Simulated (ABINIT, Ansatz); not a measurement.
Records of electronic-structure calculations.

```
! title: A GW chain in ABINIT: CdF2 (Fm-3m)
! method: RPA screening on PBE, plane waves, norm-conserving pseudopotentials (and 2 further levels or steps)
! program: ABINIT 10.8.3
! settings: cutoff 47 Ha, PseudoDojo scalar-relativistic 0.4.1 standard, norm-conserving, ngkpt (4, 4, 4), nband 52, ecuteps 4.4 Ha, inclvkb 2, shiftk (0, 0, 0), symchi 1, awtr 1, frequency ppm, 4×4×4 k-mesh
! cost: 5 runs, 72 s in all on 4 MPI ranks of Arm Neoverse V1, shared host
! notes: The cell and positions come from the Crystallography Open Database and are kept as given unless a step says otherwise. Limits: d shell near the gap, gap tends to lie low; no spin-orbit coupling. The 4×4×4 mesh is coarse for this cell, which bears on the long-range parts of exchange and screening.
! PBE gap: 3.12 eV, indirect
! G0W0 gap on the mesh: 5.43 eV
! GW settings: 4×4×4 mesh, 52 bands, screening to 119.7 eV, Godby-Needs plasmon pole
! known limits: short of the basis limit; d shell near the gap, gap tends to lie low; no spin-orbit coupling; coarse k mesh
CELL_PARAMETERS angstrom
0.00000 2.69400 2.69400
2.69400 0.00000 2.69400
2.69400 2.69400 0.00000
ATOMIC_POSITIONS crystal
Cd 0.00000 0.00000 0.00000
F 0.25000 0.25000 0.25000
F 0.75000 0.75000 0.75000
```

[Long decimals in the printed logs are rounded to 6 places.]

[Logs are printed without paths, hosts, clocks, repeated set-up lines and the standing remarks that a program may print on its own settings, such as how far it seeks lower states.]

[Paths, hosts, dates, memory and timing lines, banners, echoed tables and standing remarks are left out of the program output; an Ansatz launch command may be rebuilt from the run's recorded settings. Measured values are a selection of at most five: reports struck by readers or far from the other reports are left out. None is set beside runs whose start may be inverted or whose files or cutoffs have a known fault.]

[Runs of the session that timed out or met a known fault of the program may be left out.]

[Hosts, paths, dates, database ids (printed as entryN), source tags and the programs' standing remarks are cut or masked in the printed files.]

[G0W0 gaps are taken among the corrected bands and points alone; a level outside them can change the order at an edge.]

[Where Ansatz stands beside ABINIT at settings called matched, ABINIT's density can come from a denser mesh and the files from another edition; pairs whose starting gaps differed by over 0.03 eV were left out, so agreement reads better than it is.]
